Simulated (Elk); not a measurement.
# Al4V: spin-spiral energies, part 2 of 2

Wanted: E(q) for Al4V and its minimum.

Elk 11.2.3 (patched build); LDA (Perdew-Wang); all-electron APW+lo, Dirac cores, scalar-relativistic bands.

So far. Step 2 (Run at q = 0): After 25 cycles the largest moment stands at 0.611 μB.

The structure was built from a prototype and need not be the compound's stable phase.

### 3. One pass at q = (0.25, -0.25, 0.25)

One diagonalisation in the potential of q = 0; by the force theorem the spiral's energy is the band energy with the smearing's entropy term, less that of a like pass at q = 0. The total energy that such a pass prints is not self-consistent and is not used.

Input file elk.in:

```
tasks
  1

xctype
  3

rgkmax
  7.0

nempty
  12

swidth
  0.002

reducebf
  0.5

epsengy
  1e-06

maxscl
  1

lmaxi
  2

spinsprl
  .true.

spinpol
  .true.

vqlss
  0.250000 -0.250000 0.250000

sppath
  './'

avec
  -5.32402178694 5.32402178694 5.32402178694
  5.32402178694 -5.32402178694 5.32402178694
  5.32402178694 5.32402178694 -5.32402178694

atoms
  2
  'V.in'
  1
  0.0000000000 0.0000000000 0.0000000000   -0.000022 0.000000 -0.000039
  'Al.in'
  4
  0.0000000000 0.0000000000 0.5000000000   0.000000 0.000000 0.000000
  0.0000000000 0.5000000000 0.0000000000   0.000000 0.000000 0.000000
  0.5000000000 0.0000000000 0.0000000000   0.000000 0.000000 0.000000
  0.5000000000 0.5000000000 0.5000000000   0.000000 0.000000 0.000000

ngridk
  8 8 8
```

Launch:

```console
$ OMP_NUM_THREADS=4 elk
```

Numbers of over 12 decimals in the logs are rounded to 6 here.

The log of the run:

```text
Warning(gndstate): core states of species 2 leak from the muffin-tin :   0.5571732114E-03

--- INFO.OUT ---
┌─────────────────────────┐
│ Elk code version 11.2.3 │
└─────────────────────────┘

All units are atomic (Hartree, Bohr, etc.)

┌──────────────────────────────────────────┐
│ Ground-state run resuming from STATE.OUT │
└──────────────────────────────────────────┘

Lattice vectors :
  -5.324021787       5.324021787       5.324021787
   5.324021787      -5.324021787       5.324021787
   5.324021787       5.324021787      -5.324021787

Species : 1 (V)
 muffin-tin radius :    2.379515540
 atomic positions (lattice), magnetic fields (Cartesian) :
  1 :   0.00000000  0.00000000  0.00000000    0.00000000  0.00000000  0.00000000

Species : 2 (Al)
 muffin-tin radius :    2.181222578
 atomic positions (lattice), magnetic fields (Cartesian) :
  1 :   0.00000000  0.00000000  0.50000000    0.00000000  0.00000000  0.00000000
  2 :   0.00000000  0.50000000  0.00000000    0.00000000  0.00000000  0.00000000
  3 :   0.50000000  0.00000000  0.00000000    0.00000000  0.00000000  0.00000000
  4 :   0.50000000  0.50000000  0.50000000    0.00000000  0.00000000  0.00000000

Total number of atoms per unit cell :    5
Total muffin-tin volume :    230.3153114
 ratio of muffin-tin to unit cell volume :   0.3815428746

Spin treatment :
 spin-polarised
 global magnetic field (Cartesian) :    0.000000000       0.000000000       0.000000000
 non-collinear magnetisation
 spin-spiral state assumed
  q-vector (lattice)   :   0.2500000000     -0.2500000000      0.2500000000
  q-vector (Cartesian) :    0.000000000      0.2950394250      0.3599347990E-17
  q-vector length      :   0.2950394250

Number of Bravais lattice symmetries :    8
Number of crystal symmetries         :    8
Crystal has no inversion symmetry
Complex Hermitian eigensolver will be used

k-point grid :      8     8     8
k-point offset :    0.000000000       0.000000000       0.000000000
k-point set is reduced with full crystal symmetry group
Total number of k-points :      100

Muffin-tin radius times maximum |G+k| :    7.000000000
 using average radius
Maximum |G+k| for APW functions       :    3.151902089
Maximum (1/2)|G+k|²                   :    4.967243389
Maximum |G| for potential and density :    12.00000000
Constant for pseudocharge density :    7
 order of it for each species :   14  14
 order of it for pair densities of each species (exact exchange by exxq0 0: 14) :   11   9
Radial integration step length :    1

G-vector grid sizes :     36    36    36
Number of G-vectors :    17549

Maximum angular momentum used for
 APW functions            :    8
 outer part of muffin-tin :    6

Number of empty states         :     60
Total number of valence states :    170
Total number of core states    :     26

Third-order local-orbitals added for an l without core states : T
Total number of local-orbitals :     58

Exchange-correlation functional :      3     0     0
 Perdew-Wang/Ceperley-Alder, Phys. Rev. B 45, 13244 (1992)
 gradient requirement :    0
 local density approximation (LDA)

Smearing type :    3
 Fermi-Dirac
Smearing width :   0.2000000000E-02
Effective electronic temperature (K) :    631.5500496

Mixing type :    3
 Broyden mixing, J. Phys. A: Math. Gen. 17, L317 (1984)

Potential read in from STATE.OUT

┌──────────────────────────────┐
│ Self-consistent loop started │
└──────────────────────────────┘

┌─────────────────┐
│ Loop number : 1 │
└─────────────────┘

Reached self-consistent loops maximum

Energies :
 Fermi                       :     0.188626
 sum of occupied eigenvalues :     -1071.2565180881
 electron kinetic            :      1925.7444457189
 core electron kinetic       :      1591.3410109338
 Coulomb                     :     -3726.4571224319
 Coulomb potential           :     -2845.8710515068
 nuclear-nuclear             :     -315.56482987331
 electron-nuclear            :     -3984.1470094579
 Hartree                     :      573.25471689931
 Madelung                    :     -2303.5215966785
 xc potential                :     -151.12327663205
 xc effective B-field        :    -0.65052392356535E-02
 external B-field            :      0.000000
 exchange                    :     -108.47695150788
 correlation                 :     -5.865105
 electron entropic           :    -0.21390238606983E-02
 total energy                :     -1915.0568725248
 (external B-field energy excluded from total)

Density of states at Fermi energy :    162.7747139
 (states/Hartree/unit cell)

Estimated indirect band gap :   0.7954304943E-04
 from k-point 23 to k-point 48
Estimated direct band gap   :   0.1266167609E-02
 at k-point 64

Charges :
 core                        :    26.00000000
 valence                     :    49.00000000
 interstitial                :    7.924185833
 muffin-tins (core leakage)
  species : 1 (V)
   atom 1                    :    21.96363668     ( -0.3549489088E-05)
  species : 2 (Al)
   atom 1                    :    11.27804437     (  0.5571732114E-03)
   atom 2                    :    11.27804437     (  0.5571732114E-03)
   atom 3                    :    11.27804437     (  0.5571732114E-03)
   atom 4                    :    11.27804437     (  0.5571732114E-03)
 total in muffin-tins        :    67.07581417
 total calculated charge     :    74.99774566
 total charge                :    75.00000000
 error                       :   0.2254340106E-02

Moments :
 interstitial                :   0.6012488242E-01  0.5177632160E-04  0.1919159779
 muffin-tins
  species : 1 (V)
   atom 1                    :   0.2339941072      0.1389494981E-03  0.5441602943
  species : 2 (Al)
   atom 1                    :   0.5168941447E-02  0.4724821963E-05  0.2016619999E-01
   atom 2                    :   0.5168941447E-02  0.4724821963E-05  0.2016619999E-01
   atom 3                    :   0.5168941447E-02  0.4724821963E-05  0.2016619999E-01
   atom 4                    :   0.5168941447E-02  0.4724821963E-05  0.2016619999E-01
 total in muffin-tins        :   0.2546698730      0.1578487860E-03  0.6248250942
 total moment                :   0.3147947554      0.2096251076E-03  0.8167410722

┌──────────────────────────────┐
│ Self-consistent loop stopped │
└──────────────────────────────┘

Warning : core states of species 2 leak from the muffin-tin :   0.5571732114E-03
```

The job ended after 26 s (4 threads of Arm Neoverse V1, shared host; peak memory 0.42 GiB; 1.7 min of CPU time).

This step gave:

```yaml
magnetization: 0.3148, 0, 0.8167 μB
final_state: spiral
largest_moment: 0.5923 μB
```

Moments of a spiral are printed for the first cell, in the frame that turns with it; over the crystal the turning parts cancel.

By that sum this spiral lies +6.7 meV a seeded atom from q = 0.

### 4. One pass at q = (0.5, -0.5, 0.5)

elk.in, as its differences from that of step 3:

```diff
@@ -34,3 +34,3 @@
 vqlss
-  0.250000 -0.250000 0.250000
+  0.500000 -0.500000 0.500000
```

Launch:

```console
$ OMP_NUM_THREADS=4 elk
```

The log of the run:

```text
Warning(gndstate): core states of species 2 leak from the muffin-tin :   0.5571732114E-03

--- INFO.OUT ---
┌─────────────────────────┐
│ Elk code version 11.2.3 │
└─────────────────────────┘

All units are atomic (Hartree, Bohr, etc.)

┌──────────────────────────────────────────┐
│ Ground-state run resuming from STATE.OUT │
└──────────────────────────────────────────┘

Lattice vectors :
  -5.324021787       5.324021787       5.324021787
   5.324021787      -5.324021787       5.324021787
   5.324021787       5.324021787      -5.324021787
[...]
atom 2                    :   0.2712710531E-02  0.5085758925E-05  0.2056568008E-01
   atom 3                    :   0.2712710531E-02  0.5085758925E-05  0.2056568008E-01
   atom 4                    :   0.2712710531E-02  0.5085758925E-05  0.2056568008E-01
 total in muffin-tins        :   0.2290493846      0.1399856125E-03  0.6297065578
 total moment                :   0.2711305263      0.1899477300E-03  0.8251916549

┌──────────────────────────────┐
│ Self-consistent loop stopped │
└──────────────────────────────┘

Warning : core states of species 2 leak from the muffin-tin :   0.5571732114E-03

[key lines of the parts left out:]
total energy                :     -1915.0569253167
```

It took 26 s on 4 threads; peak memory 0.44 GiB.

This step gave:

* magnetization: 0.2711, 0, 0.8252 μB
* final state: spiral
* largest moment: 0.5893 μB

By that sum this spiral lies +8.8 meV a seeded atom from q = 0.

### 5. E(q)

Wavevectors, in fractions of the reciprocal vectors: (0, 0, 0); (0.25, -0.25, 0.25); (0.5, -0.5, 0.5); (0.25, -0.25, 0.5); (0, 0, 0.5); (0, 0, 0.25); (0, 0, 0); (0.25, 0.25, 0.25). The path runs through Γ, H, N, Γ, P.

Energy less that at q = 0, frozen potential against path:

```csv
path (Å⁻¹),"energy less that at q = 0, frozen potential (meV a seeded atom)"
0.00,0
0.56,6.68
1.12,8.82
1.51,8.46
1.90,9.16
2.30,6.24
2.69,0
3.66,10.4
```

Magnon energy 4 dE/(M sin²θ), frozen potential against path:

```csv
path (Å⁻¹),"magnon energy 4 dE/(M sin²θ), frozen potential (meV)"
0.00,0
0.56,118
1.12,155
1.51,149
1.90,161
2.30,110
2.69,0
3.66,183
```

### 6. What came out

```yaml
lowest_point: (0, 0, 0), 0 meV a seeded atom (frozen potential)
highest_point: (0.25, 0.25, 0.25), 10.4 meV a seeded atom
```

In words: No spiral on the path lies under the state at q = 0; the dearest costs 10.4 meV a seeded atom. The energies are those of a cone of 30°, about sin²θ = 0.25 of a flat spiral's. The magnon energies are adiabatic and undamped. The mesh is the same for all points and was not tested: differences of a few meV, and of some ten in a metal, can be noise.

[Logs and program files are shortened in this print: banners, set-up blocks, solver, clock and traceback lines can be left out without a mark of their own.]

[Logs are printed without paths, hosts, clocks, repeated set-up lines and the standing remarks that a program may print on its own settings, such as how far it seeks lower states.]

[Hosts, paths, dates, database ids (printed as entryN), source tags and the programs' standing remarks are cut or masked in the printed files.]

[Where a cell is said to come from a database of computed structures, the database is the Materials Project.]
